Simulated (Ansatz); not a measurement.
An input for Ansatz 0.2.0 (Al3GaN4 (P-43m)):

```yaml
crystal:
  lattice:
    - [8.80287706, 0.0, 0.0]
    - [0.0, 8.80287706, 0.0]
    - [0.0, 0.0, 8.80287706]
  atoms:
    - { symbol: Al, position: [0.25, 0.25, 0.0] }
    - { symbol: Al, position: [0.25, 0.0, 0.25] }
    - { symbol: Al, position: [0.0, 0.25, 0.25] }
    - { symbol: Ga, position: [0.0, 0.0, 0.0] }
    - { symbol: "N", position: [0.372081715, 0.372081715, 0.127918285] }
    - { symbol: "N", position: [0.372081715, 0.127918285, 0.372081715] }
    - { symbol: "N", position: [0.127918285, 0.372081715, 0.372081715] }
    - { symbol: "N", position: [0.127918285, 0.127918285, 0.127918285] }
    - { symbol: Al, position: [0.25, 0.25, 0.5] }
    - { symbol: Al, position: [0.25, 0.0, 0.75] }
    - { symbol: Al, position: [0.0, 0.25, 0.75] }
    - { symbol: Ga, position: [0.0, 0.0, 0.5] }
    - { symbol: "N", position: [0.372081715, 0.372081715, 0.627918285] }
    - { symbol: "N", position: [0.372081715, 0.127918285, 0.872081715] }
    - { symbol: "N", position: [0.127918285, 0.372081715, 0.872081715] }
    - { symbol: "N", position: [0.127918285, 0.127918285, 0.627918285] }
    - { symbol: Al, position: [0.25, 0.75, 0.0] }
    - { symbol: Al, position: [0.25, 0.5, 0.25] }
    - { symbol: Al, position: [0.0, 0.75, 0.25] }
    - { symbol: Ga, position: [0.0, 0.5, 0.0] }
    - { symbol: "N", position: [0.372081715, 0.872081715, 0.127918285] }
    - { symbol: "N", position: [0.372081715, 0.627918285, 0.372081715] }
    - { symbol: "N", position: [0.127918285, 0.872081715, 0.372081715] }
    - { symbol: "N", position: [0.127918285, 0.627918285, 0.127918285] }
    - { symbol: Al, position: [0.25, 0.75, 0.5] }
    - { symbol: Al, position: [0.25, 0.5, 0.75] }
    - { symbol: Al, position: [0.0, 0.75, 0.75] }
    - { symbol: Ga, position: [0.0, 0.5, 0.5] }
    - { symbol: "N", position: [0.372081715, 0.872081715, 0.627918285] }
    - { symbol: "N", position: [0.372081715, 0.627918285, 0.872081715] }
    - { symbol: "N", position: [0.127918285, 0.872081715, 0.872081715] }
    - { symbol: "N", position: [0.127918285, 0.627918285, 0.627918285] }
    - { symbol: Al, position: [0.75, 0.25, 0.0] }
    - { symbol: Al, position: [0.75, 0.0, 0.25] }
    - { symbol: Al, position: [0.5, 0.25, 0.25] }
    - { symbol: Ga, position: [0.5, 0.0, 0.0] }
    - { symbol: "N", position: [0.872081715, 0.372081715, 0.127918285] }
    - { symbol: "N", position: [0.872081715, 0.127918285, 0.372081715] }
    - { symbol: "N", position: [0.627918285, 0.372081715, 0.372081715] }
    - { symbol: "N", position: [0.627918285, 0.127918285, 0.127918285] }
    - { symbol: Al, position: [0.75, 0.25, 0.5] }
    - { symbol: Al, position: [0.75, 0.0, 0.75] }
    - { symbol: Al, position: [0.5, 0.25, 0.75] }
    - { symbol: Ga, position: [0.5, 0.0, 0.5] }
    - { symbol: "N", position: [0.872081715, 0.372081715, 0.627918285] }
    - { symbol: "N", position: [0.872081715, 0.127918285, 0.872081715] }
    - { symbol: "N", position: [0.627918285, 0.372081715, 0.872081715] }
    - { symbol: "N", position: [0.627918285, 0.127918285, 0.627918285] }
    - { symbol: Al, position: [0.75, 0.75, 0.0] }
    - { symbol: Al, position: [0.75, 0.5, 0.25] }
    - { symbol: Al, position: [0.5, 0.75, 0.25] }
    - { symbol: Ga, position: [0.5, 0.5, 0.0] }
    - { symbol: "N", position: [0.872081715, 0.872081715, 0.127918285] }
    - { symbol: "N", position: [0.872081715, 0.627918285, 0.372081715] }
    - { symbol: "N", position: [0.627918285, 0.872081715, 0.372081715] }
    - { symbol: "N", position: [0.627918285, 0.627918285, 0.127918285] }
    - { symbol: Al, position: [0.75, 0.75, 0.5] }
    - { symbol: Al, position: [0.75, 0.5, 0.75] }
    - { symbol: Al, position: [0.5, 0.75, 0.75] }
    - { symbol: Ga, position: [0.5, 0.5, 0.5] }
    - { symbol: "N", position: [0.872081715, 0.872081715, 0.627918285] }
    - { symbol: "N", position: [0.872081715, 0.627918285, 0.872081715] }
    - { symbol: "N", position: [0.627918285, 0.872081715, 0.872081715] }
    - { symbol: "N", position: [0.627918285, 0.627918285, 0.627918285] }
kpoints:
  mp_grid: { grid: [1, 1, 1] }
hamiltonian:
  xc: pbesol
scf:
  occupations: { method: fixed }
gw:
  n_empty_bands: 712
  ecut_chi: 60.0
  qp_bands: [v1, c1]
  qp_kpoints: band_edges
  screening: { model: contour_deformation }
```

```sh
ansatz run input.yaml --threads 16 --pin off --max-ram 36864MiB --backend cpu --events-out ev --progress --plain --runs-dir out
```

Question: How long will it take on 16 threads of Arm Neoverse V2, shared host, and how much memory?

It took 24 s; on shared hardware allow 12 s to 47 s. Peak host memory was 3.3 GiB. The sizes that set the cost: 13301 plane waves a state, 1 irreducible k points, 880 bands summed, 739 plane waves in the screening and 7 SCF cycles.

The screening grows as filled bands × empty bands × pairs of k points, times the square of the screening basis for the matrix.

[Paths, hosts, dates, memory and timing lines, banners, echoed tables and standing remarks are left out of the program output.]

[Logs are printed without paths, hosts, clocks, repeated set-up lines and the standing remarks that a program may print on its own settings, such as how far it seeks lower states.]

[Runs of the session that timed out or met a known fault of the program may be left out.]

[Cells called generated may have been cut or substituted from an entry of the Crystallography Open Database or the Materials Project.]

[Hosts, paths, dates, database ids (printed as entryN), source tags and the programs' standing remarks are cut or masked in the printed files.]
